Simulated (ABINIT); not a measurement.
# LiNbO3 (R3c): bands and cutoff in G0W0 with ABINIT, part 2 of 2

Aim: raise bands and screening cutoff together for LiNbO3 (R3c) and follow gap and time.

ABINIT 10.8.3; PBE and many-body steps on it, plane waves. Known limits of the many-body steps: not at the basis limit; no spin-orbit coupling; coarse k mesh.

So far. Step 3 (Screening, 2×2×2 mesh, 130 bands, screening to 68.6 eV): Local fields lower ε∞ by 9 %. On a Γ-centred mesh this coarse the value itself is usually too large, while a short band sum pulls it down. Step 4 (130 bands, 68.6 eV): The gap on the mesh goes from 3.62 eV to 5.20 eV, a correction of +1.59 eV.

## Step 6: 181 bands, 90.6 eV

This step: G0W0 on PBE, plane waves, norm-conserving pseudopotentials.

File run.abi:

```
acell 3*1.0 Angstrom
rprim 
  2.575800000019 1.487138823389 4.623000000000
  -2.575800000018 1.487138823389 4.623000000000
  0.000000000000 -2.974277646779 4.623000000000
ntypat 3
znucl 3 41 8
natom 10
typat 1 1 2 2 3 3 3 3 3 3
xred 
  0.281500000000 0.281500000000 0.281500000000
  0.781500000000 0.781500000000 0.781500000000
  0.000055000000 0.000055000000 0.000055000000
  0.500055000000 0.500055000000 0.500055000000
  0.112310000000 0.358360000000 0.719590000000
  0.719590000000 0.112310000000 0.358360000000
  0.358360000000 0.719590000000 0.112310000000
  0.219590000000 0.858360000000 0.612310000000
  0.858360000000 0.612310000000 0.219590000000
  0.612310000000 0.219590000000 0.858360000000
pp_dirpath "pseudos"
pseudos "Li.upf, Nb.upf, O.upf"
ecut 37
ngkpt 2 2 2
nshiftk 1
shiftk 0 0 0
kptopt 1
chksymbreak 0
istwfk *1
occopt 1
irdwfk 1
optdriver 4
nband 181
gwcalctyp 0
ecutsigx 37
symsigma 1
nkptgw 4
kptgw 
  0.0000000000 0.0000000000 0.0000000000
  0.5000000000 0.0000000000 0.0000000000
  0.5000000000 0.5000000000 0.0000000000
  0.5000000000 0.5000000000 0.5000000000
bdgw 
  33 36
  33 36
  33 36
  31 36
ecuteps 3.33
irdscr 1
ppmodel 1
indata_prefix "in"
outdata_prefix "out"
tmpdata_prefix "tmp"
```

Run with:

```bash
> OMP_NUM_THREADS=1 mpirun -n 8 abinit run.abi > log
```

Numbers of over 12 decimals in the logs are rounded to 6 here.

Log:

```text
.Version 10.8.3 of ABINIT. v10.8.2 released Aug 2026.

 Symmetries : space group R3 c (#161); Bravais hR (rhombohedral)
[... echo of the input left out ...]
== DATASET  1 ==================================================================
-   mpi_nproc: 8, omp_nthreads: 1 (-1 if OMP is not activated)

--- !DatasetInfo
iteration_state: {dtset: 1, }
dimensions: {natom: 10, nkpt: 4, mband: 181, nsppol: 1, nspinor: 1, nspden: 1, mpw: 7739, }
cutoff_energies: {ecut:  37.0, pawecutdg:  -1.0, }
electrons: {nelect:   6.80000000E+01, charge:   0.00000000E+00, occopt:   1.00000000E+00, tsmear:   1.00000000E-02, }

 SIGMA: Calculation of the GW corrections

 Based on a program developped by R.W. Godby, V. Olevano, G. Onida, and L. Reining.
 Incorporated in ABINIT by V. Olevano, G.-M. Rignanese, and M. Torrent.
.Using double precision arithmetic ; gwpc =  8

[... cell and pseudopotentials left out ...]
--------------------------------------------------------------------------------

 ==== K-mesh for the wavefunctions ====
 Number of points in the irreducible wedge :     4
[... list of points left out ...]
 Together with  6 symmetry operations and time-reversal symmetry
 yields     8 points in the full Brillouin Zone.

 ==== Q-mesh for screening function ====
 Number of points in the irreducible wedge :     4
[... list of points left out ...]
 Together with  6 symmetry operations and time-reversal symmetry
 yields     8 points in the full Brillouin Zone.

 vcoul_init : cutoff-mode = AUXILIARY_FUNCTION
 q-points for optical limit:   1
     1)      0.000010    0.000020    0.000030
 setmesh: FFT mesh size selected  =    60x   60x   60
          total number of points  =       216000

 Number of electrons calculated from density =   68.0000; Expected =   68.0000
[...]
33   4.475 -19.870 -24.337   4.656   0.780  -0.282 -19.723   0.147   4.622
       34   4.475 -19.870 -24.337   4.656   0.780  -0.282 -19.723   0.147   4.622
       35   8.093 -17.110 -11.208  -3.924   0.817  -0.224 -15.494   1.617   9.710
[...]
--- !SelfEnergy_ee
iteration_state: {dtset: 1, }
kpoint     : [   0.500,    0.000,    0.000, ]
spin       : 1
KS_gap     :    4.137
QP_gap     :    5.678
Delta_QP_KS:    1.541
data: !SigmaeeData |
     Band     E0 <VxcDFT>   SigX SigC(E0)      Z dSigC/dE  Sig(E)    E-E0       E
[...]
--- !SelfEnergy_ee
iteration_state: {dtset: 1, }
kpoint     : [   0.500,    0.500,    0.000, ]
spin       : 1
KS_gap     :    3.890
QP_gap     :    5.410
Delta_QP_KS:    1.519
data: !SigmaeeData |
     Band     E0 <VxcDFT>   SigX SigC(E0)      Z dSigC/dE  Sig(E)    E-E0       E
[...]
--- !SelfEnergy_ee
iteration_state: {dtset: 1, }
kpoint     : [   0.500,    0.500,    0.500, ]
spin       : 1
KS_gap     :    4.981
QP_gap     :    6.583
Delta_QP_KS:    1.602
data: !SigmaeeData |
     Band     E0 <VxcDFT>   SigX SigC(E0)      Z dSigC/dE  Sig(E)    E-E0       E
[...]
35   9.146 -17.542 -11.278  -4.189   0.813  -0.231 -15.856   1.685  10.831
       36   9.146 -17.542 -11.278  -4.189   0.813  -0.231 -15.856   1.685  10.831

 New Fermi energy :        2.422308E-01 Ha ,    6.591436E+00 eV

 === QP Band Gaps ===
  >>>> For spin  1
   Minimum direct gap =   5.0880 [eV], located at k-point      :   0.0000  0.0000  0.0000
   Fundamental gap    =   5.0880 [eV], Top of valence bands at :   0.0000  0.0000  0.0000
                                       Bottom of conduction at :   0.0000  0.0000  0.0000

== END DATASET(S) ==============================================================
================================================================================

 -outvars: echo values of variables after computation  --------
           etotal      0.0000000000E+00
            nband         181
             nkpt           4
          spgroup         161
 [... the other variables as echoed above ...]

 Calculation completed.
```

It took 7.8 s on 8 MPI ranks of Arm Neoverse V2, shared host; peak memory 1.8 GiB.

This step gave:

```yaml
g0w0_gap_on_the_mesh: 5.088 eV
starting_gap_on_the_mesh: 3.618 eV
k_of_the_valence_top: 0, 0, 0
k_of_the_conduction_bottom: 0, 0, 0
z_at_the_valence_top: 0.78
z_at_the_conduction_bottom: 0.817
least_direct_g0w0_gap_on_the_computed_points: 5.088 eV
```

Against G0W0 in ABINIT (2×2×2 mesh, 130 bands, screening to 68.6 eV, Godby-Needs plasmon pole), the gap moves by −0.117 eV.

## Step 7: Screening, 2×2×2 mesh, 260 bands, screening to 120.8 eV

This step: RPA screening on PBE, plane waves, norm-conserving pseudopotentials.

run.abi, as its differences from that of step 6:

```diff
@@ -31,21 +31,8 @@
 irdwfk 1
-optdriver 4
-nband 181
-gwcalctyp 0
-ecutsigx 37
-symsigma 1
-nkptgw 4
-kptgw 
-  0.0000000000 0.0000000000 0.0000000000
-  0.5000000000 0.0000000000 0.0000000000
-  0.5000000000 0.5000000000 0.0000000000
-  0.5000000000 0.5000000000 0.5000000000
-bdgw 
-  33 36
-  33 36
-  33 36
-  31 36
-ecuteps 3.33
-irdscr 1
-ppmodel 1
+optdriver 3
+nband 260
+ecuteps 4.44
+inclvkb 2
+awtr 1
+symchi 1
 indata_prefix "in"
```

Log:

```text
.Version 10.8.3 of ABINIT. v10.8.2 released Aug 2026.

 Symmetries : space group R3 c (#161); Bravais hR (rhombohedral)
[... echo of the input left out ...]
== DATASET  1 ==================================================================
-   mpi_nproc: 8, omp_nthreads: 1 (-1 if OMP is not activated)

--- !DatasetInfo
iteration_state: {dtset: 1, }
dimensions: {natom: 10, nkpt: 4, mband: 260, nsppol: 1, nspinor: 1, nspden: 1, mpw: 7739, }
cutoff_energies: {ecut:  37.0, pawecutdg:  -1.0, }
[...]
--------------------------------------------------------------------------------
[... chi0 elements left out ...]
 For q-point:  0.000010 0.000020 0.000030
  dielectric constant =   5.1837
  dielectric constant without local fields =   5.8040

  Average fulfillment of the sum rule on Im[epsilon] for q-point    1 :     74.14  [%]
[... wings left out ...]
  q-point number  2        q = ( 0.500000, 0.000000, 0.000000) [r.l.u.]
--------------------------------------------------------------------------------
[... chi0 elements left out ...]
  Average fulfillment of the sum rule on Im[epsilon] for q-point    2 :     77.97  [%]

 [... 2 further q-points ...]
```

Elapsed: 51 s, on 8 MPI ranks; peak memory 3.4 GiB; 6.8 min of CPU time.

Numbers from this step:

```
ε∞ with local fields, on this mesh, along the program's q direction : 5.184
the same without local fields                                       : 5.804
plasma frequency                                                    : 29.71 eV
plane waves in the screening matrix                                 : 321
```

## Step 8: 260 bands, 120.8 eV

This step: G0W0 on PBE, plane waves, norm-conserving pseudopotentials.

run.abi, as its differences from that of step 7:

```diff
@@ -31,8 +31,21 @@
 irdwfk 1
-optdriver 3
+optdriver 4
 nband 260
+gwcalctyp 0
+ecutsigx 37
+symsigma 1
+nkptgw 4
+kptgw 
+  0.0000000000 0.0000000000 0.0000000000
+  0.5000000000 0.0000000000 0.0000000000
+  0.5000000000 0.5000000000 0.0000000000
+  0.5000000000 0.5000000000 0.5000000000
+bdgw 
+  33 36
+  33 36
+  33 36
+  31 36
 ecuteps 4.44
-inclvkb 2
-awtr 1
-symchi 1
+irdscr 1
+ppmodel 1
 indata_prefix "in"
```

Log:

```text
.Version 10.8.3 of ABINIT. v10.8.2 released Aug 2026.

 Symmetries : space group R3 c (#161); Bravais hR (rhombohedral)
[... echo of the input left out ...]
== DATASET  1 ==================================================================
-   mpi_nproc: 8, omp_nthreads: 1 (-1 if OMP is not activated)

--- !DatasetInfo
iteration_state: {dtset: 1, }
dimensions: {natom: 10, nkpt: 4, mband: 260, nsppol: 1, nspinor: 1, nspden: 1, mpw: 7739, }
cutoff_energies: {ecut:  37.0, pawecutdg:  -1.0, }
[...]
Minimum direct gap =   5.0366 [eV], located at k-point      :   0.0000  0.0000  0.0000
   Fundamental gap    =   5.0366 [eV], Top of valence bands at :   0.0000  0.0000  0.0000
                                       Bottom of conduction at :   0.0000  0.0000  0.0000

== END DATASET(S) ==============================================================
================================================================================

 -outvars: echo values of variables after computation  --------
           etotal      0.0000000000E+00
            nband         260
             nkpt           4
          spgroup         161
 [... the other variables as echoed above ...]

 Calculation completed.
```

Wall time 17 s (8 MPI ranks); peak memory 2.2 GiB; 2.2 min of CPU time.

This step gave:

```
G0W0 gap on the mesh                         : 5.037 eV
starting gap on the mesh                     : 3.618 eV
k of the valence top                         : 0, 0, 0
k of the conduction bottom                   : 0, 0, 0
least direct G0W0 gap on the computed points : 5.037 eV
```

Against G0W0 in ABINIT (2×2×2 mesh, 181 bands, screening to 90.6 eV, Godby-Needs plasmon pole), the gap moves by −0.051 eV.

## Step 9: Screening, 2×2×2 mesh, 370 bands, screening to 157 eV

This step: RPA screening on PBE, plane waves, norm-conserving pseudopotentials.

run.abi, as its differences from that of step 8:

```diff
@@ -31,21 +31,8 @@
 irdwfk 1
-optdriver 4
-nband 260
-gwcalctyp 0
-ecutsigx 37
-symsigma 1
-nkptgw 4
-kptgw 
-  0.0000000000 0.0000000000 0.0000000000
-  0.5000000000 0.0000000000 0.0000000000
-  0.5000000000 0.5000000000 0.0000000000
-  0.5000000000 0.5000000000 0.5000000000
-bdgw 
-  33 36
-  33 36
-  33 36
-  31 36
-ecuteps 4.44
-irdscr 1
-ppmodel 1
+optdriver 3
+nband 370
+ecuteps 5.77
+inclvkb 2
+awtr 1
+symchi 1
 indata_prefix "in"
```

Log:

```text
.Version 10.8.3 of ABINIT. v10.8.2 released Aug 2026.

 Symmetries : space group R3 c (#161); Bravais hR (rhombohedral)
[... echo of the input left out ...]
== DATASET  1 ==================================================================
-   mpi_nproc: 8, omp_nthreads: 1 (-1 if OMP is not activated)

--- !DatasetInfo
iteration_state: {dtset: 1, }
dimensions: {natom: 10, nkpt: 4, mband: 370, nsppol: 1, nspinor: 1, nspden: 1, mpw: 7739, }
cutoff_energies: {ecut:  37.0, pawecutdg:  -1.0, }
[...]
--------------------------------------------------------------------------------
[... chi0 elements left out ...]
 For q-point:  0.000010 0.000020 0.000030
  dielectric constant =   5.1739
  dielectric constant without local fields =   5.8068

  Average fulfillment of the sum rule on Im[epsilon] for q-point    1 :     81.02  [%]
[... wings left out ...]
  q-point number  2        q = ( 0.500000, 0.000000, 0.000000) [r.l.u.]
--------------------------------------------------------------------------------
[... chi0 elements left out ...]
  Average fulfillment of the sum rule on Im[epsilon] for q-point    2 :     83.94  [%]

 [... 2 further q-points ...]
```

It took 82 s on 8 MPI ranks; peak memory 3.9 GiB; 11 min of CPU time.

This step gave:

```yaml
eps_infinity_with_local_fields_on_this_mesh_along_the_program_s_q_direction: 5.174
the_same_without_local_fields: 5.807
plasma_frequency: 29.71 eV
plane_waves_in_the_screening_matrix: 477
```

## Step 10: 370 bands, 157 eV

This step: G0W0 on PBE, plane waves, norm-conserving pseudopotentials.

run.abi, as its differences from that of step 9:

```diff
@@ -31,8 +31,21 @@
 irdwfk 1
-optdriver 3
+optdriver 4
 nband 370
+gwcalctyp 0
+ecutsigx 37
+symsigma 1
+nkptgw 4
+kptgw 
+  0.0000000000 0.0000000000 0.0000000000
+  0.5000000000 0.0000000000 0.0000000000
+  0.5000000000 0.5000000000 0.0000000000
+  0.5000000000 0.5000000000 0.5000000000
+bdgw 
+  33 36
+  33 36
+  33 36
+  31 36
 ecuteps 5.77
-inclvkb 2
-awtr 1
-symchi 1
+irdscr 1
+ppmodel 1
 indata_prefix "in"
```

Log:

```text
.Version 10.8.3 of ABINIT. v10.8.2 released Aug 2026.

 Symmetries : space group R3 c (#161); Bravais hR (rhombohedral)
[... echo of the input left out ...]
== DATASET  1 ==================================================================
-   mpi_nproc: 8, omp_nthreads: 1 (-1 if OMP is not activated)

--- !DatasetInfo
iteration_state: {dtset: 1, }
dimensions: {natom: 10, nkpt: 4, mband: 370, nsppol: 1, nspinor: 1, nspden: 1, mpw: 7739, }
cutoff_energies: {ecut:  37.0, pawecutdg:  -1.0, }
[...]
Minimum direct gap =   4.9991 [eV], located at k-point      :   0.0000  0.0000  0.0000
   Fundamental gap    =   4.9991 [eV], Top of valence bands at :   0.0000  0.0000  0.0000
                                       Bottom of conduction at :   0.0000  0.0000  0.0000

== END DATASET(S) ==============================================================
================================================================================

 -outvars: echo values of variables after computation  --------
           etotal      0.0000000000E+00
            nband         370
             nkpt           4
          spgroup         161
 [... the other variables as echoed above ...]

 Calculation completed.
```

Elapsed: 42 s, on 8 MPI ranks; peak memory 2.9 GiB; 5.6 min of CPU time.

This step gave:

```
G0W0 gap on the mesh                         : 4.999 eV
starting gap on the mesh                     : 3.618 eV
k of the valence top                         : 0, 0, 0
k of the conduction bottom                   : 0, 0, 0
least direct G0W0 gap on the computed points : 4.999 eV
```

Against G0W0 in ABINIT (2×2×2 mesh, 260 bands, screening to 120.8 eV, Godby-Needs plasmon pole), the gap moves by −0.038 eV.

## Step 11: Screening, 2×2×2 mesh, 522 bands, screening to 201.4 eV

This step: RPA screening on PBE, plane waves, norm-conserving pseudopotentials.

run.abi, as its differences from that of step 10:

```diff
@@ -31,21 +31,8 @@
 irdwfk 1
-optdriver 4
-nband 370
-gwcalctyp 0
-ecutsigx 37
-symsigma 1
-nkptgw 4
-kptgw 
-  0.0000000000 0.0000000000 0.0000000000
-  0.5000000000 0.0000000000 0.0000000000
-  0.5000000000 0.5000000000 0.0000000000
-  0.5000000000 0.5000000000 0.5000000000
-bdgw 
-  33 36
-  33 36
-  33 36
-  31 36
-ecuteps 5.77
-irdscr 1
-ppmodel 1
+optdriver 3
+nband 522
+ecuteps 7.4
+inclvkb 2
+awtr 1
+symchi 1
 indata_prefix "in"
```

Log:

```text
.Version 10.8.3 of ABINIT. v10.8.2 released Aug 2026.

 Symmetries : space group R3 c (#161); Bravais hR (rhombohedral)
[... echo of the input left out ...]
== DATASET  1 ==================================================================
-   mpi_nproc: 8, omp_nthreads: 1 (-1 if OMP is not activated)

--- !DatasetInfo
iteration_state: {dtset: 1, }
dimensions: {natom: 10, nkpt: 4, mband: 522, nsppol: 1, nspinor: 1, nspden: 1, mpw: 7739, }
cutoff_energies: {ecut:  37.0, pawecutdg:  -1.0, }
[...]
--------------------------------------------------------------------------------
[... chi0 elements left out ...]
 For q-point:  0.000010 0.000020 0.000030
  dielectric constant =   5.1657
  dielectric constant without local fields =   5.8081

  Average fulfillment of the sum rule on Im[epsilon] for q-point    1 :     86.41  [%]
[... wings left out ...]
  q-point number  2        q = ( 0.500000, 0.000000, 0.000000) [r.l.u.]
--------------------------------------------------------------------------------
[... chi0 elements left out ...]
  Average fulfillment of the sum rule on Im[epsilon] for q-point    2 :     88.57  [%]

 [... 2 further q-points ...]
```

It took 2.9 min on 8 MPI ranks; peak memory 6.8 GiB.

Numbers from this step:

```
ε∞ with local fields, on this mesh, along the program's q direction : 5.166
the same without local fields                                       : 5.808
plasma frequency                                                    : 29.71 eV
plane waves in the screening matrix                                 : 683
```

## Step 12: 522 bands, 201.4 eV

This step: G0W0 on PBE, plane waves, norm-conserving pseudopotentials.

run.abi, as its differences from that of step 11:

```diff
@@ -31,8 +31,21 @@
 irdwfk 1
-optdriver 3
+optdriver 4
 nband 522
+gwcalctyp 0
+ecutsigx 37
+symsigma 1
+nkptgw 4
+kptgw 
+  0.0000000000 0.0000000000 0.0000000000
+  0.5000000000 0.0000000000 0.0000000000
+  0.5000000000 0.5000000000 0.0000000000
+  0.5000000000 0.5000000000 0.5000000000
+bdgw 
+  33 36
+  33 36
+  33 36
+  31 36
 ecuteps 7.4
-inclvkb 2
-awtr 1
-symchi 1
+irdscr 1
+ppmodel 1
 indata_prefix "in"
```

Log:

```text
.Version 10.8.3 of ABINIT. v10.8.2 released Aug 2026.

 Symmetries : space group R3 c (#161); Bravais hR (rhombohedral)
[... echo of the input left out ...]
== DATASET  1 ==================================================================
-   mpi_nproc: 8, omp_nthreads: 1 (-1 if OMP is not activated)

--- !DatasetInfo
iteration_state: {dtset: 1, }
dimensions: {natom: 10, nkpt: 4, mband: 522, nsppol: 1, nspinor: 1, nspden: 1, mpw: 7739, }
cutoff_energies: {ecut:  37.0, pawecutdg:  -1.0, }
[...]
Minimum direct gap =   4.9891 [eV], located at k-point      :   0.0000  0.0000  0.0000
   Fundamental gap    =   4.9891 [eV], Top of valence bands at :   0.0000  0.0000  0.0000
                                       Bottom of conduction at :   0.0000  0.0000  0.0000

== END DATASET(S) ==============================================================
================================================================================

 -outvars: echo values of variables after computation  --------
           etotal      0.0000000000E+00
            nband         522
             nkpt           4
          spgroup         161
 [... the other variables as echoed above ...]

 Calculation completed.
```

Elapsed: 1.9 min, on 8 MPI ranks; peak memory 5.8 GiB.

This step gave:

- G0W0 gap on the mesh: 4.989 eV
- starting gap on the mesh: 3.618 eV
- k of the valence top: 0, 0, 0
- k of the conduction bottom: 0, 0, 0
- least direct G0W0 gap on the computed points: 4.989 eV

Against G0W0 in ABINIT (2×2×2 mesh, 370 bands, screening to 157 eV, Godby-Needs plasmon pole), the gap moves by −0.010 eV.

## Step 13: Side by side

Times are wall times on 8 MPI ranks of Arm Neoverse V2, shared host, good to a factor of about two. A run's time includes the screening step that it read.

| run | mesh | bands | screening cutoff (eV) | DFT gap (eV) | gap on the mesh (eV) | direct (eV) | ε∞ used | time |
| --- | --- | --- | --- | --- | --- | --- | --- | --- |
| 130 bands, 68.6 eV | 2×2×2 | 130 | 68.6 | 3.618 | 5.205 | 5.205 | 5.24 | 26 s |
| 181 bands, 90.6 eV | 2×2×2 | 181 | 90.6 | 3.618 | 5.088 | 5.088 | 5.23 | 40 s |
| 260 bands, 120.8 eV | 2×2×2 | 260 | 120.8 | 3.618 | 5.037 | 5.037 | 5.18 | 68 s |
| 370 bands, 157 eV | 2×2×2 | 370 | 157 | 3.618 | 4.999 | 4.999 | 5.17 | 2.1 min |
| 522 bands, 201.4 eV | 2×2×2 | 522 | 201.4 | 3.618 | 4.989 | 4.989 | 5.17 | 4.7 min |

## Step 14: Summary of results

- 130 bands, 68.6 eV: 5.205 eV
- 181 bands, 90.6 eV: 5.088 eV
- 260 bands, 120.8 eV: 5.037 eV
- 370 bands, 157 eV: 4.999 eV
- 522 bands, 201.4 eV: 4.989 eV
- known limits: not at the basis limit; no spin-orbit coupling; coarse k mesh

What this shows: From the first rung to the last the gap moves by −0.22 eV for 11 times the time. The 2×2×2 mesh is coarse for this cell, which bears on the long-range parts of exchange and screening. The many-body steps are scalar-relativistic: spin-orbit coupling is not in them.

[Paths, hosts, dates, memory and timing lines, banners, echoed tables and standing remarks are left out of the program output.]

[Logs are printed without paths, hosts, clocks, repeated set-up lines and the standing remarks that a program may print on its own settings, such as how far it seeks lower states.]

[Runs of the session that timed out or met a known fault of the program may be left out.]

[Hosts, paths, dates, database ids (printed as entryN), source tags and the programs' standing remarks are cut or masked in the printed files.]

[G0W0 gaps are taken among the corrected bands and points alone; a level outside them can change the order at an edge.]

[Where Ansatz stands beside ABINIT at settings called matched, ABINIT's density can come from a denser mesh and the files from another edition; pairs whose starting gaps differed by over 0.03 eV were left out, so agreement reads better than it is.]
